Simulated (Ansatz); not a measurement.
# InAs wire along [110], 4 atoms a period, H-terminated: bands by functional and under strain, part 2 of 3

What gap, if any, does the InAs wire along [110], 4 atoms a period, H-terminated have, and how does it change with the functional and under strain?

Ansatz 0.2.0; DFT PBE, plane waves, PAW; relaxation of a wire's period (the session's first sound run).

So far. Step 2 (Relaxing the period): The cell's length comes to 4.506 Å with spin left out.

## Step 3: Bands of the perfect wire

This step: DFT PBE, plane waves, PAW; bands of a perfect wire (Ansatz 0.2.0).

At the relaxed period the bands are computed along the axis; those that cross an energy going forward count the channels that a perfect wire would open there.

File input.yaml:

```yaml
crystal:
  lattice:
    - [13.365, 0.0, 0.0]
    - [0.0, 11.895, 0.0]
    - [0.0, 0.0, 4.5063158597]
  atoms:
    - { symbol: H, position: [0.238663174, 0.513545426, 0.0] }
    - { symbol: In, position: [0.322914438, 0.402515396, 0.0] }
    - { symbol: As, position: [0.665945383, 0.582680221, 0.0] }
    - { symbol: H, position: [0.760929151, 0.653045259, 0.0] }
    - { symbol: H, position: [0.716111478, 0.468312808, 0.0] }
    - { symbol: As, position: [0.434510011, 0.436384225, 0.5] }
    - { symbol: H, position: [0.515181367, 0.747940596, 0.5] }
    - { symbol: H, position: [0.512365528, 0.342769448, 0.5] }
    - { symbol: In, position: [0.555125606, 0.609313967, 0.5] }
    - { symbol: H, position: [0.298153834, 0.259374182, 0.0] }
kpoints:
  mp_grid: { grid: [1, 1, 18] }
  band_path: { path: ["Γ", Z], npoints: 50 }
scf:
  occupations: { method: fermi_dirac, width: 0.05 }
hamiltonian:
  xc: pbe
output:
  dos: { e_range: [-5, 4] }
  write_potential: true
  write_density: true
  volumetric_format: npy
  elf: true
```

Command:

```bash
> ansatz run input.yaml --threads 4 --pin off --max-ram 16384MiB --backend cpu --events-out ev --progress --plain --runs-dir out
```

Numbers of over 12 decimals in the logs are rounded to 6 here.

The log of the run:

```text
[...]
Crystal: 10 atoms, lattice volume = 716.399 Å³
Basis set: ecut = 420 eV, 14029 PW (Γ)
Bands: 41, of which v1, the nominal top of the filled ones, is band 31 counted from 1 (30 counted from 0)
Symmetry: 2 space group operations
[...]
k-points: 10 of 18
[...]
SCF iter   1: F=—  HF=-21001.715232 eV  |F-HF|=—  |Δ(HF+E_count)|=         —  Δρ=1.76e-3  dr2=1.14e-1  ethr=1.77e-3  ⟨swp⟩=8.3  Hψ=2106  notcnv=0  defer=2
[...]
SCF iter   8: F=-21001.686153 eV  HF=-21001.686153 eV  |F-HF|=1.46e-8  |Δ(HF+E_count)|=   1.03e-7  Δρ=1.17e-6  dr2=1.22e-8  ethr=1.61e-10  ⟨swp⟩=12.8  Hψ=1743  notcnv=0
SCF 1 converged in 8 iterations: F = -21001.686153 eV  dr2 = 1.22e-8
[...]
NSCF: frozen V_eff on 51 k-points
WARN: The output density's exchange-correlation potential varies sharply where the density is thin. Do not read a vacuum level from v_tot or v_xc, or from such a field of the output density. On a cell that repeats whose density bears no net charge and no dipole along the vacuum's axis use v_es (v_loc + v_h of the components); under efield.dipole_correction with no amplitude use v_es + v_field, which holds any externa [...]
SCF converged after 8 iterations
Free energy (F): -21001.686153 eV
[...]
Internal energy: -21001.686153 eV  (E = F + TS)
E sigma→0 (E₀):  -21001.686153 eV
Fermi energy:    -2.225268 eV
[...]
--- Band table (eV; the first three rows and the last of 10) ---
  k-point 0: bands = [... 27 lower, -4.6657, -4.3915, -4.1455, -3.4057, -1.0644, -0.4693, 0.6748, 0.8372, ... 6 higher]
  k-point 1: bands = [... 27 lower, -4.6708, -4.4924, -4.1405, -3.4604, -0.9445, -0.3473, 0.6774, 0.8219, ... 6 higher]
  k-point 2: bands = [... 27 lower, -4.7177, -4.6486, -4.1968, -3.5740, -0.6418, -0.0372, 0.6586, 0.8084, ... 6 higher]
  k-point 9: bands = [... 27 lower, -5.0813, -4.6638, -4.6178, -4.2558, 0.0747, 0.1339, 0.8160, 1.0789, ... 6 higher]
```

Run time: 17 s. Hardware: 4 threads of Intel Xeon Platinum 8375C at 2.90GHz (Ice Lake), shared host; peak memory 1.6 GiB; 63 s of CPU time.

Numbers from this step:

- band gap: 2.341 eV

Electronic bands along the path, in eV, zero at the Fermi level:

```tsv
point	band 28	band 29	band 30	band 31	band 32	band 33	band 34	band 35
Γ	-2.44	-2.17	-1.92	-1.18	1.16	1.76	2.90	3.06
halfway	-2.78	-2.51	-2.25	-1.61	2.18	2.65	3.02	3.31
Z	-2.86	-2.44	-2.39	-2.03	2.30	2.36	3.04	3.30
```

Electrostatic potential energy in the cb plane at fractional x = 0.512, with atoms of H within 0.2 Å of it. With pseudopotentials it is smooth inside the atoms' cores, unlike the true potential.

Ten even steps from '_' (-29 eV) to '@' (2 eV), each cell a mean:
```
@@@@@@@@@@@@@@@@@@@@@@@@@@@@
@@@@@@@@@@@@@@@@@@@@@@@@@@@@
@@@@@@@@@@@@@@@@@@@@@@@@@@@@
@@@@@@@@@@@@@@@@@@@@@@@@@@@@
@@@@@@@@@@@@%%%%@@@@@@@@@@@@
@@@@@@@@@@%%--..++@@@@@@@@@@
@@@@@@@@@@%%==--**%%@@@@@@@@
@@@@@@%%%%**++==++##%%@@@@@@
@@@@@@%%**::______--##%%@@@@
@@@@%%##++..______::**%%@@@@
@@@@@@%%##++::::--**%%%%@@@@
@@@@@@@@%%%%######%%%%@@@@@@
@@@@@@@@%%%%##**##%%@@@@@@@@
@@@@@@@@%%##******%%@@@@@@@@
@@@@@@@@@@%%**++##%%@@@@@@@@
@@@@@@@@@@%%..__==%%@@@@@@@@
@@@@@@@@@@@@**++%%@@@@@@@@@@
@@@@@@@@@@@@@@@@@@@@@@@@@@@@
@@@@@@@@@@@@@@@@@@@@@@@@@@@@
@@@@@@@@@@@@@@@@@@@@@@@@@@@@
@@@@@@@@@@@@@@@@@@@@@@@@@@@@
@@@@@@@@@@@@@@@@@@@@@@@@@@@@
@@@@@@@@@@@@@@@@@@@@@@@@@@@@
@@@@@@@@@@@@@@@@@@@@@@@@@@@@
```
Columns run along c (4.5 Å; values clipped at the 3rd and 97th percentile), rows up along b (11.9 Å). Atoms in or near the plane, at fractional coordinates: H at (0.50, 0.75), H at (0.50, 0.34).

ELF in the cb plane at fractional x = 0.512, with atoms of H within 0.2 Å of it. It is the smooth field of the valence electrons, not physical close to the nuclei.

Ten even steps from '_' (0.00 × 1e-1) to '@' (10.00 × 1e-1), each cell a mean:
```
__________........__________
______..==**##%%##**::______
______==%%@@@@@@@@@@##::____
____..##@@@@@@@@@@@@@@++____
____--%%@@@@@@@@@@@@@@##..__
____--%%@@@@@@@@@@@@@@**..__
____..++%%@@@@@@@@%%##==____
____..::--------------::____
____..::::::::..::::::..____
____....::::....::::::..____
____..::::::::::::::::..____
____..::==++++++++==--::____
____..--==++******++==::..__
____..::====++++++==--::..__
____..::++##%%@@%%**==::____
______--##@@@@@@@@%%++..____
______::##@@@@@@@@@@++..____
______..==%%@@@@@@##--______
________..--++++==::________
______________..____________
____________________________
____________________________
____________________________
____________________________
```
Columns run along c (4.5 Å), rows up along b (11.9 Å). Atoms in or near the plane, at fractional coordinates: H at (0.50, 0.75), H at (0.50, 0.34).

Valence density in the cb plane at fractional x = 0.512, with atoms of H within 0.2 Å of it. It is the smooth field of the valence electrons, not physical close to the nuclei.

Ten steps, logarithmic in the rise over the least value, from '0' (0.0 e/Å³) to '9' (3.1 e/Å³), each cell a mean:
```
00000000000000
00000000000000
00000000000000
00000011100000
00001234321000
00013467642100
00123567643100
00123566643210
11135799864211
11235799864211
11234577653211
11123455543211
01123455543211
01123455543210
00123566643110
00013578642100
00012355431000
00000122110000
00000000000000
00000000000000
00000000000000
00000000000000
00000000000000
00000000000000
```
Columns run along c (4.5 Å), rows up along b (11.9 Å). Atoms in or near the plane, at fractional coordinates: H at (0.50, 0.75), H at (0.50, 0.34).

The gap is 2.34 eV, with spin left out.

## Step 4: Another level of theory, k-mesh 1×1×14

This step: DFT LDA, plane waves, PAW; bands of a perfect wire at the PBE geometry (Ansatz 0.2.0).

The atoms stay at the PBE geometry and the functional changes. At fixed atoms LDA and the gradient-corrected functionals usually give like bands; this run checks that. Against the first PBE run of this kind, the mesh along the wire has 14 points against 18.

Changes to input.yaml since step 3:

```diff
@@ -17,3 +17,3 @@
 kpoints:
-  mp_grid: { grid: [1, 1, 18] }
+  mp_grid: { grid: [1, 1, 14] }
   band_path: { path: ["Γ", Z], npoints: 50 }
@@ -22,8 +22,2 @@
 hamiltonian:
-  xc: pbe
-output:
-  dos: { e_range: [-5, 4] }
-  write_potential: true
-  write_density: true
-  volumetric_format: npy
-  elf: true
+  xc: lda
```

The log of the run:

```text
[...]
Crystal: 10 atoms, lattice volume = 716.399 Å³
Basis set: ecut = 420 eV, 14029 PW (Γ)
Bands: 41, of which v1, the nominal top of the filled ones, is band 31 counted from 1 (30 counted from 0)
Symmetry: 2 space group operations
[...]
k-points: 8 of 14
[...]
SCF iter   1: F=—  HF=-20552.983423 eV  |F-HF|=—  |Δ(HF+E_count)|=         —  Δρ=4.77e-3  dr2=2.60e-1  ethr=1.77e-3  ⟨swp⟩=7.9  Hψ=1636  notcnv=0  defer=5
[...]
SCF iter   8: F=-20552.908628 eV  HF=-20552.908628 eV  |F-HF|=1.93e-8  |Δ(HF+E_count)|=   9.07e-8  Δρ=1.26e-6  dr2=1.21e-8  ethr=1.61e-10  ⟨swp⟩=11.9  Hψ=1335  notcnv=0
SCF 1 converged in 8 iterations: F = -20552.908628 eV  dr2 = 1.21e-8
[...]
SCF converged after 8 iterations
Free energy (F): -20552.908628 eV
[...]
Internal energy: -20552.908628 eV  (E = F + TS)
E sigma→0 (E₀):  -20552.908628 eV
Fermi energy:    -2.443378 eV
[...]
--- Band table (eV; the first three rows and the last of 8) ---
  k-point 0: bands = [... 27 lower, -4.7593, -4.5481, -4.2928, -3.5666, -1.3350, -0.7580, 0.5216, 0.6558, ... 6 higher]
  k-point 1: bands = [... 27 lower, -4.7755, -4.6914, -4.2999, -3.6503, -1.1391, -0.5564, 0.5318, 0.6140, ... 6 higher]
  k-point 2: bands = [... 27 lower, -4.9451, -4.7779, -4.4206, -3.7917, -0.7016, -0.0923, 0.4371, 0.6414, ... 6 higher]
  k-point 7: bands = [... 27 lower, -5.1932, -4.8039, -4.7671, -4.4053, -0.2268, -0.1192, 0.6398, 0.8321, ... 6 higher]
```

It took 14 s on 4 threads; peak memory 1.5 GiB; 52 s of CPU time.

Numbers from this step:

```yaml
band_gap: 2.232 eV
```

The electronic bands at the labelled points (eV, zero at the Fermi level):

```tsv
point	band 28	band 29	band 30	band 31	band 32	band 33	band 34	band 35
Γ	-2.32	-2.10	-1.85	-1.12	1.11	1.69	2.96	3.10
halfway	-2.69	-2.43	-2.17	-1.54	2.13	2.64	3.03	3.33
Z	-2.75	-2.36	-2.32	-1.96	2.22	2.32	3.08	3.28
```

The gap is 2.23 eV, against 2.34 eV under PBE at the relaxed period.

## Step 5: Another level of theory, k-mesh 1×1×14 (run 2)

This step: DFT PBEsol, plane waves, PAW; bands of a perfect wire at the PBE geometry (Ansatz 0.2.0).

The atoms stay at the PBE geometry and the functional changes. At fixed atoms LDA and the gradient-corrected functionals usually give like bands; this run checks that. Against the first PBE run of this kind, the mesh along the wire has 14 points against 18.

Changes to input.yaml since step 4:

```diff
@@ -22,2 +22,2 @@
 hamiltonian:
-  xc: lda
+  xc: pbesol
```

The log of the run:

```text
[...]
Crystal: 10 atoms, lattice volume = 716.399 Å³
Basis set: ecut = 420 eV, 14029 PW (Γ)
Bands: 41, of which v1, the nominal top of the filled ones, is band 31 counted from 1 (30 counted from 0)
Symmetry: 2 space group operations
[...]
k-points: 8 of 14
[...]
--- Band table (eV; the first three rows and the last of 8) ---
  k-point 0: bands = [... 27 lower, -4.6300, -4.4131, -4.1461, -3.4244, -1.1072, -0.5286, 0.6994, 0.8404, ... 6 higher]
  k-point 1: bands = [... 27 lower, -4.6440, -4.5554, -4.1555, -3.5066, -0.9124, -0.3293, 0.7079, 0.8051, ... 6 higher]
  k-point 2: bands = [... 27 lower, -4.8081, -4.6475, -4.2770, -3.6477, -0.4752, 0.1308, 0.6315, 0.8311, ... 6 higher]
  k-point 7: bands = [... 27 lower, -5.0669, -4.6507, -4.6366, -4.2634, 0.0259, 0.1110, 0.8122, 1.0752, ... 6 higher]
[key lines of the parts left out:]
SCF converged after 8 iterations
Free energy (F): -20768.774859 eV
Fermi energy:    -2.258206 eV
```

Run time: 14 s. Hardware: 4 threads; peak memory 1.5 GiB.

The gap is 2.32 eV, against 2.34 eV under PBE at the relaxed period.

## Step 6: Levels at the same atoms, cutoff 500 eV, k-mesh 1×1×14

This step: DFT r2SCAN, plane waves, PAW; bands of a perfect wire at the PBE geometry (Ansatz 0.2.0).

The atoms stay at the PBE geometry and the functional changes. r2SCAN also reads the kinetic-energy density; it often gives larger moments and wider gaps than PBE, at a higher cost. Against the first PBE run of this kind, the cutoff is 500 eV against 420 and the mesh along the wire has 14 points against 18.

Changes to input.yaml since step 5:

```diff
@@ -22,2 +22,2 @@
 hamiltonian:
-  xc: pbesol
+  xc: r2scan
```

The log of the run:

```text
[...]
Crystal: 10 atoms, lattice volume = 716.399 Å³
Basis set: ecut = 500 eV, 18243 PW (Γ), exchange–correlation on 400×360×144 points (64 copies of the dense FFT grid, shifted against one another)
Bands: 41, of which v1, the nominal top of the filled ones, is band 31 counted from 1 (30 counted from 0)
Symmetry: 2 space group operations
[...]
k-points: 8 of 14
[...]
--- Band table (eV; the first three rows and the last of 8) ---
  k-point 0: bands = [... 27 lower, -4.9476, -4.6621, -4.3645, -3.6269, -0.9007, -0.2871, 0.9420, 1.1284, ... 6 higher]
  k-point 1: bands = [... 27 lower, -4.9567, -4.8097, -4.3753, -3.7101, -0.6990, -0.0884, 0.9644, 1.0902, ... 6 higher]
  k-point 2: bands = [... 27 lower, -5.0793, -4.9563, -4.4975, -3.8594, -0.2360, 0.3698, 0.9516, 1.0706, ... 6 higher]
  k-point 7: bands = [... 27 lower, -5.3844, -4.9533, -4.8640, -4.5080, 0.3004, 0.3627, 0.9998, 1.3774, ... 6 higher]
[key lines of the parts left out:]
SCF converged after 8 iterations
Free energy (F): -21047.271883 eV
Fermi energy:    -2.256239 eV
```

Run time: 34 s. Hardware: 4 threads; peak memory 2.7 GiB; 2.2 min of CPU time.

Electronic bands along the path, in eV, zero at the Fermi level:

```tsv
point	band 28	band 29	band 30	band 31	band 32	band 33	band 34	band 35
Γ	-2.69	-2.41	-2.11	-1.37	1.36	1.97	3.20	3.38
halfway	-3.04	-2.76	-2.47	-1.81	2.44	2.96	3.28	3.63
Z	-3.13	-2.70	-2.61	-2.25	2.56	2.62	3.26	3.63
```

The gap is 2.73 eV, against 2.34 eV under PBE at the relaxed period.

## Step 7: Comparing the runs

Times are for 4 threads of Intel Xeon Platinum 8375C at 2.90GHz (Ice Lake), shared host. Results by setting:

```tsv
no.	level	band gap (eV)	time	memory (GiB)
1	LDA	2.232	14 s	1.5
2	PBEsol	2.317	14 s	1.5
3	r2SCAN	2.726	34 s	2.7
```

## Step 8: With spin-orbit coupling, k-mesh 1×1×12

This step: DFT PBE, plane waves, fully relativistic PAW; bands of a perfect wire with spin-orbit coupling (Ansatz 0.2.0).

Spin-orbit coupling mixes the spins and splits bands that cross or touch without it, so it can open or close channels. Fully relativistic datasets take the place of the scalar ones. Against the first PBE run of this kind, the mesh along the wire has 12 points against 18.

Changes to input.yaml since step 6:

```diff
@@ -17,3 +17,3 @@
 kpoints:
-  mp_grid: { grid: [1, 1, 14] }
+  mp_grid: { grid: [1, 1, 12] }
   band_path: { path: ["Γ", Z], npoints: 50 }
@@ -22,2 +22,6 @@
 hamiltonian:
-  xc: r2scan
+  xc: pbe
+  pseudopotentials: { kind: paw_fr }
+magnetization:
+  noncollinear: true
+  spin_orbit: true
```

The log of the run:

```text
[...]
non-collinear run that drives no moment, with spin-orbit: no starting moment large enough to seed its density (crystal.atoms[].spin), no starting occupations that ask for one, no magnetisation constraint and no magnetic field, so the semilocal B_xc is pinned to zero
Crystal: 10 atoms, lattice volume = 716.399 Å³
Basis set: ecut = 420 eV, 14029 PW (Γ)
Bands: 82, of which v1, the nominal top of the filled ones, is band 62 counted from 1 (61 counted from 0)
Symmetry: 2 space group operations + 2 with time reversal
[...]
k-points: 7 of 12
Projection manifold: j_resolved (fully-relativistic pseudo-atomic orbitals)
[...]
SCF iter   1: F=—  HF=-21007.731392 eV  |F-HF|=—  |Δ(HF+E_count)|=         —  Δρ=2.74e-2  dr2=5.83e0  dr2_m=0.00e0 (ungated)  ethr=3.10e-3  |M|=0.00e0 ∫|m|=0.00e0 μB  |m|>n=0.0e0 m-floor=0.0e0 τ_xc=0.0e0  β_m=0.30  ⟨swp⟩=7.9  Hψ=3112  notcnv=0  defer=25
[...]
spin=Noncollinear: Resta preconditioning applied to the charge; magnetization (m_x, m_y, m_z) channels mix plain (no charge-response kernel on spin).
SCF iter   2: F=—  HF=-21006.428776 eV  |F-HF|=—  |Δ(HF+E_count)|=    1.30e0  Δρ=1.68e-2  dr2=2.03e0  dr2_m=0.00e0 (ungated)  ethr=3.10e-3  |M|=0.00e0 ∫|m|=0.00e0 μB  |m|>n=0.0e0 m-floor=0.0e0 τ_xc=0.0e0  β_m=0.50  ⟨swp⟩=3.0  Hψ=854  notcnv=0  defer=96
[...]
SCF iter   9: F=-21005.787929 eV  HF=-21005.787929 eV  |F-HF|=1.59e-8  |Δ(HF+E_count)|=   2.78e-7  Δρ=1.93e-6  dr2=3.29e-8  dr2_m=0.00e0 (ungated)  ethr=1.61e-10  |M|=0.00e0 ∫|m|=0.00e0 μB  |m|>n=0.0e0 m-floor=0.0e0 τ_xc=0.0e0  ⟨swp⟩=16.3  Hψ=3426  notcnv=0
SCF 1 converged in 9 iterations: F = -21005.787929 eV  dr2 = 3.29e-8
[...]
SCF converged after 9 iterations
Magnetization: |M| = 0.0000 μB,  M = (+0.0000, +0.0000, +0.0000) μB
Absolute magnetization: 0.0000 μB (∫|m|)
  site 0: m = (+0.0000, +0.0000, +0.0000) μB, |m| = 0.0000 μB  (R = 0.72 Å)
  site 1: m = (+0.0000, +0.0000, +0.0000) μB, |m| = 0.0000 μB  (R = 0.72 Å)
  site 2: m = (+0.0000, +0.0000, +0.0000) μB, |m| = 0.0000 μB  (R = 0.63 Å)
  site 3: m = (+0.0000, +0.0000, +0.0000) μB, |m| = 0.0000 μB  (R = 0.63 Å)
  site 4: m = (+0.0000, +0.0000, +0.0000) μB, |m| = 0.0000 μB  (R = 0.63 Å)
  site 5: m = (+0.0000, +0.0000, +0.0000) μB, |m| = 0.0000 μB  (R = 0.63 Å)
  site 6: m = (+0.0000, +0.0000, +0.0000) μB, |m| = 0.0000 μB  (R = 0.71 Å)
  site 7: m = (+0.0000, +0.0000, +0.0000) μB, |m| = 0.0000 μB  (R = 0.63 Å)
  site 8: m = (+0.0000, +0.0000, +0.0000) μB, |m| = 0.0000 μB  (R = 0.71 Å)
  site 9: m = (+0.0000, +0.0000, +0.0000) μB, |m| = 0.0000 μB  (R = 0.72 Å)
Free energy (F): -21005.787929 eV
[...]
Internal energy: -21005.787929 eV  (E = F + TS)
E sigma→0 (E₀):  -21005.787929 eV
Fermi energy:    -2.224393 eV
[...]
--- Band table (eV; the first three rows and the last of 7) ---
  k-point 0: bands = [... 58 lower, -4.1505, -4.1505, -3.3983, -3.3983, -1.0662, -1.0662, -0.4710, -0.4710, ... 16 higher]
  k-point 1: bands = [... 58 lower, -4.1795, -4.1363, -3.5704, -3.4519, -0.8339, -0.7884, -0.2380, -0.1832, ... 16 higher]
  k-point 2: bands = [... 58 lower, -4.3539, -4.2760, -3.7489, -3.6155, -0.3317, -0.2749, 0.2967, 0.3728, ... 16 higher]
  k-point 6: bands = [... 58 lower, -4.6018, -4.6018, -4.2507, -4.2507, 0.0620, 0.0620, 0.1425, 0.1425, ... 16 higher]
```

Elapsed: 98 s, on 4 threads; peak memory 4.6 GiB.

This step gave:

```
band gap : 2.323 eV
```

Electronic bands along the path, in eV, zero at the Fermi level:

```tsv
point	band 59	band 60	band 61	band 62	band 63	band 64	band 65	band 66
Γ	-1.93	-1.93	-1.17	-1.17	1.16	1.16	1.75	1.75
halfway	-2.30	-2.20	-1.66	-1.56	2.16	2.19	2.62	2.68
Z	-2.38	-2.38	-2.03	-2.03	2.29	2.29	2.37	2.37
```

The gap is 2.32 eV, against 2.34 eV under PBE at the relaxed period, with no moment.

[end of part 2 of 3]

[Logs are printed without paths, hosts, clocks, repeated set-up lines and the standing remarks that a program may print on its own settings, such as how far it seeks lower states.]

[Hosts, paths, dates, database ids (printed as entryN), source tags and the programs' standing remarks are cut or masked in the printed files.]
